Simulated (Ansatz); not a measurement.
## Identify the compound from its spectrum

Method: Ansatz, PBE, independent particles, without spin-orbit coupling, line width 0.15 eV (Gaussian); metals get a typed carrier damping. The response is along the first axis of the cell.

```
E (eV)   Im ε
  0.50  38.41
  1.00  31.34
  1.50  21.73
  2.00  17.41
  2.50  10.10
  3.00   6.52
  3.50   5.28
  4.00   4.71
  4.50  18.00
  5.00  13.19
  5.50  14.16
  6.00  18.94
  6.50  11.76
  7.00   8.47
  7.50   6.66
  8.00   5.57
```

Problem. Which of these systems gave the spectrum?
A. GaN (P6_3mc)
B. GaP (F-43m)
C. Ga (Cmce)
D. GaCo (Pm-3m)

Solution. D. GaCo (Pm-3m): a metal, with a Drude term, main peak of the conductivity above 1 eV at 5.74 eV. The others: GaN (P6_3mc), least direct gap 1.96 eV, ε∞ = 5.88 along the first axis, strongest peak along the first axis at 7.91 eV; GaP (F-43m), least direct gap 1.83 eV, ε∞ = 10.90 along the first axis, strongest peak along the first axis at 4.48 eV; Ga (Cmce), a metal, with a Drude term, main peak of the conductivity above 1 eV at 2.08 eV.

[Logs are printed without paths, hosts, clocks, repeated set-up lines and the standing remarks that a program may print on its own settings, such as how far it seeks lower states.]
